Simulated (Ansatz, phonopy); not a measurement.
# KCl (Sylvite, Fm-3m): thermal expansion from first principles, part 5 of 5

How much does KCl (Sylvite) expand with temperature?

Experimental results on record:
- volume expansion coefficient 111.3 1e-6/K and heat capacity C_P per formula unit 51.7 J/mol/K near room temperature (given in “High-Throughput Prediction of Finite-Temperature Properties using the Quasi-Harmonic Approximation”, 2016, arXiv:1603.06924)
- volume expansion coefficient 114.9 1e-6/K near room temperature (given in “Descriptors for thermal expansion in solids”, 2017, arXiv:1701.03966)

Ansatz 0.2.0; DFT LDA, scalar-relativistic, plane waves, PAW.

So far. Step 11 (Phonons on strained cells, cutoff 320 eV, q-mesh 4×4×4): Changing the k-mesh (4×4×4 → 8×8×8) and the cutoff (487.2 → 320 eV) takes the volume expansion at 298 K from 109 to 106 × 10⁻⁶/K and B_T from 20.1 to 20.4 GPa. Step 12 (Quasi-harmonic fit by phonopy): The fit gives a volume expansion of 105 × 10⁻⁶/K at 300 K, against 106 at 298 K from the study itself, whose static fit uses more cells.

**13. The quasi-harmonic study, cutoff 487.2 eV, k-mesh 8×8×8 (run 2)**

Thermal expansion follows from how the free energy of the vibrations (and of the electrons in a metal) changes with strain, so the program makes strained cells, their phonons and a fit in one run.

This step: DFT LDA, scalar-relativistic, plane waves, PAW (Ansatz 0.2.0).

The input, input.yaml:

```yaml
crystal:
  lattice:
    - [0.0, 3.0385007311, 3.0385007311]
    - [3.0385007311, 0.0, 3.0385007311]
    - [3.0385007311, 3.0385007311, 0.0]
  atoms:
    - { symbol: K, position: [0.0, 0.0, 0.0] }
    - { symbol: Cl, position: [0.5, 0.5, 0.5] }
kpoints:
  mp_grid: { grid: [8, 8, 8] }
hamiltonian:
  xc: lda
scf:
  occupations: { method: fixed }
output:
  eigenvalues: true
phonons:
  method: fd
  qmesh: [2, 2, 2]
  temperatures: { t_max: 800.0, t_step: 50 }
  thermal_expansion: {}
```

Command:

```
> ansatz run input.yaml --threads 4 --pin off --max-ram 16384MiB --backend cpu --events-out ev --progress --plain --runs-dir out
```

Numbers of over 12 decimals in the logs are rounded to 6 here.

Output:

```text
[...]
Crystal: 2 atoms, lattice volume = 56.106 Å³
Basis set: ecut = 487.2 eV, 1363 PW (Γ)
Bands: 12, of which v1, the nominal top of the filled ones, is band 8 counted from 1 (7 counted from 0)
Symmetry: 48 space group operations
[...]
k-points: 29 of 512
[...]
vibrations' free energy: its fit leaves 0.0003 meV an atom at the most
  the electrons' free energy at temperature is not in it: every band gap is over 0.83 eV
  free energies summed between the sampled wave vectors
[...]
the FFT grids of the static calculations differ: 32 × 32 × 32, 36 × 36 × 36
  band gaps on the cells' k-points are 4.620 to 5.226 eV
[key lines of the parts left out:]
SCF converged after 7 iterations
Free energy (F): -2544.292118 eV
Fermi energy:    1.340246 eV
P = ⅓ Tr σ = -0.0094 GPa (-0.094 kbar)
```

Elapsed: 2.5 min, on 4 threads of Arm Neoverse V2, shared host; peak memory 0.59 GiB.

Changing the q-mesh (4×4×4 → 2×2×2), the cutoff (320 → 487.2 eV) and the phonon method (dfpt → fd) takes the volume expansion at 298 K from 106 to 109 × 10⁻⁶/K and B_T from 20.4 to 20.2 GPa.

**14. The series together**

Times are for 4 threads of Arm Neoverse V2, shared host. The series side by side:

| no. | functional | cutoff (eV) | k-mesh | q-mesh | method | pressure (GPa) | volume expansion coefficient at 298 K (1e-6/K) | C_P at 298 K (J/mol-atom/K) | isothermal bulk modulus at 298 K (GPa) | time | memory (GiB) |
| --- | --- | --- | --- | --- | --- | --- | --- | --- | --- | --- | --- |
| 1 | lda | 487.2 | 8×8×8 | 2×2×2 | dfpt | 0 | 108.9 | 25.44 | 20.17 | 2.3 min | 0.62 |
| 2 | lda | 487.2 | 4×4×4 | 4×4×4 | dfpt | 0 | 108.6 | 25.43 | 20.14 | 2.5 min | 0.52 |
| 3 | lda | 320 | 8×8×8 | 4×4×4 | dfpt | 0 | 105.7 | 25.37 | 20.36 | 7.3 min | 0.83 |
| 4 | lda | 487.2 | 8×8×8 | 2×2×2 | fd | 0 | 108.9 | 25.44 | 20.17 | 2.5 min | 0.59 |

The runs together, line volume. Expansion coefficient, volume against temperature; values in 1e-6/K:

| temperature (K) | lda, 487.2, 8×8×8, 2×2×2, dfpt, 0 | lda, 487.2, 4×4×4, 4×4×4, dfpt, 0 | lda, 320, 8×8×8, 4×4×4, dfpt, 0 | lda, 487.2, 8×8×8, 2×2×2, fd, 0 |
| --- | --- | --- | --- | --- |
| 0 | 0 | 0 | 0 | 0 |
| 50 | 29.8 | 29.4 | 28.8 | 29.8 |
| 100 | 70.3 | 70.0 | 68.7 | 70.3 |
| 150 | 87.2 | 86.8 | 85.1 | 87.2 |
| 200 | 96.4 | 96.1 | 94.0 | 96.4 |
| 250 | 103 | 103 | 100 | 103 |
| 298 | 109 | 109 | 106 | 109 |
| 300 | 109 | 109 | 106 | 109 |
| 350 | 115 | 115 | 111 | 115 |
| 400 | 121 | 121 | 117 | 121 |
| 450 | 128 | 127 | 122 | 128 |
| 500 | 135 | 135 | 129 | 135 |
| 550 | 143 | 143 | 136 | 143 |
| 600 | 153 | 153 | 144 | 153 |
| 650 | 165 | 165 | 154 | 165 |
| 700 | 179 | 180 | 166 | 179 |
| 750 | 198 | 199 | 181 | 198 |
| 800 | 223 | 225 | 199 | 223 |

The runs together, line C_P. The heat capacity, C_P by temperature; values in J/mol-atom/K:

| temperature (K) | lda, 487.2, 8×8×8, 2×2×2, dfpt, 0 | lda, 487.2, 4×4×4, 4×4×4, dfpt, 0 | lda, 320, 8×8×8, 4×4×4, dfpt, 0 | lda, 487.2, 8×8×8, 2×2×2, fd, 0 |
| --- | --- | --- | --- | --- |
| 0 | 0 | 0 | 0 | 0 |
| 50 | 10.1 | 10.1 | 10.1 | 10.1 |
| 100 | 19.2 | 19.2 | 19.2 | 19.2 |
| 150 | 22.5 | 22.5 | 22.4 | 22.5 |
| 200 | 24.0 | 24.0 | 23.9 | 24.0 |
| 250 | 24.8 | 24.8 | 24.8 | 24.8 |
| 298 | 25.4 | 25.4 | 25.4 | 25.4 |
| 300 | 25.5 | 25.5 | 25.4 | 25.5 |
| 350 | 26.0 | 26.0 | 25.9 | 26.0 |
| 400 | 26.5 | 26.5 | 26.4 | 26.5 |
| 450 | 27.0 | 26.9 | 26.8 | 27.0 |
| 500 | 27.5 | 27.5 | 27.3 | 27.5 |
| 550 | 28.0 | 28.0 | 27.8 | 28.0 |
| 600 | 28.7 | 28.7 | 28.4 | 28.7 |
| 650 | 29.4 | 29.5 | 29.0 | 29.4 |
| 700 | 30.4 | 30.4 | 29.8 | 30.4 |
| 750 | 31.5 | 31.6 | 30.7 | 31.5 |
| 800 | 33.1 | 33.2 | 31.9 | 33.1 |

**15. Free-energy fit**

This step: DFT LDA, scalar-relativistic, plane waves, PAW (phonopy 4.10.0).

The fit gives a volume expansion of 109 × 10⁻⁶/K at 300 K, against 109 at 298 K from the study itself, whose static fit uses more cells.

**16. What came out**

| Property | Result |
| --- | --- |
| settings of these figures | LDA, 487.2 eV, k 4×4×4, q 4×4×4 |
| volume expansion coefficient at 298 K | 108.6 1e-6/K |
| C_P at 298 K | 25.43 J/mol-atom/K |
| entropy at 298 K | 40.40 J/mol-atom/K |
| isothermal bulk modulus at 298 K | 20.14 GPa |
| Grüneisen parameter at 298 K | 1.576 |
| volume at 298 K | 28.94 Å³/atom |
| principal linear expansion coefficients at 298 K | 36.21, 36.21, 36.21 1e-6/K |

In words: Near room temperature KCl (Sylvite) expands by 109 × 10⁻⁶/K in volume by LDA, with C_P = 25.4 J/(mol K) per mole of atoms and B_T = 20.1 GPa. Between 298.15 and 800 K the bulk modulus falls by 46 % and the Grüneisen parameter grows; in this range the quasi-harmonic approximation, which lacks anharmonicity at fixed volume, tends to overshoot. C_P at room temperature is 102 % of the classical 3R an atom; C_V is 97 %, and the rest is expansion work. A measured volume expansion coefficient near room temperature is 111.3 1e-6/K (arXiv:1603.06924); the calculated 109 1e-6/K differs by -2 %. A measured heat capacity per formula unit near room temperature is 51.7 J/mol/K (arXiv:1603.06924); the calculated 50.9 J/mol/K differs by -2 %. Changing the q-mesh, k-mesh, cutoff and phonon method moves the volume expansion at 298 K between 106 and 109 × 10⁻⁶/K, while the CPU time spans a factor of 3.4. The PAW files were made for PBE and are used here under another functional, for which the program regenerates the frozen cores. The cell of these runs is 10 % smaller in volume than the database cell; frequencies and all that rests on them shift with it.

[Logs are printed without paths, hosts, clocks, repeated set-up lines and the standing remarks that a program may print on its own settings, such as how far it seeks lower states.]

[Hosts, paths, dates, database ids (printed as entryN), source tags and the programs' standing remarks are cut or masked in the printed files.]

[A step with changed settings may run another functional than the one named; its input shows which.]
